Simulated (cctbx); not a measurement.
## What resolution and counting buy: CeZn3Hg2

Space group P6/mmm (no. 191), a = 5.6900 Å, b = 5.6900 Å, c = 4.4230 Å, α = 90.00°, β = 90.00°, γ = 120.00°.

```
atom  mult.    x    y    z  Ueq (Å²)
 Hg1      2  2/3  1/3    0    0.0032
 Ce1      1    0    0    0    0.0029
 Zn1      3    0  1/2  1/2    0.0034
```

This is a model crystal, built by substitution and not relaxed, with assumed displacement parameters.

Five simulated data sets (cctbx; Mo Kα, λ = 0.71073 Å; 2 % proportional error) differ in resolution or exposure (noise floor 4 counts in the first three, 8 in the last two). Each is refined with the right model, isotropic at 1.1 Å and anisotropic otherwise. How do the figures of merit and the uncertainties move?

```csv
d min (Å),top counts,"⟨I/σ⟩ (unmerged, absences included)",unique,param. (scale apart),Rint,R1,GooF,largest s.u. xyz (fractional),s.u. U of Zn1 (Å²),largest error (Å)
1.1,20000,24.0,32,3,0.018,0.0062,1.08,0.00000,0.0004,0.0000
0.84,20000,22.3,64,7,0.019,0.0049,0.99,0.00000,0.0003,0.0000
0.6,20000,18.9,151,7,0.022,0.0058,0.98,0.00000,0.0001,0.0000
0.75,300,2.4,86,7,0.233,0.0441,1.05,0.00000,0.0031,0.0000
0.75,3000,9.9,86,7,0.047,0.0126,1.04,0.00000,0.0007,0.0000
```

The number of reflections grows roughly as 1/d³: 32, 64 and 151 here. R1 follows the noise rather than the truth: at 300 counts it is 0.0441, at 3000 counts 0.0126, while GooF is 1.05 and 1.04: the weights 1/σ² carry the noise. The s.u. of U (U11 where anisotropic) for Zn1 goes 0.0004, 0.0003, 0.0001 Å² with resolution and 0.0031, 0.0007 Å² with exposure.

Hardware for the 0.6 Å refinement: 0.39 s on 1 thread of Arm Neoverse V2 (shared host), peak memory 0.09 GiB.

[Logs are printed without paths, hosts, clocks, repeated set-up lines and the standing remarks that a program may print on its own settings, such as how far it seeks lower states.]
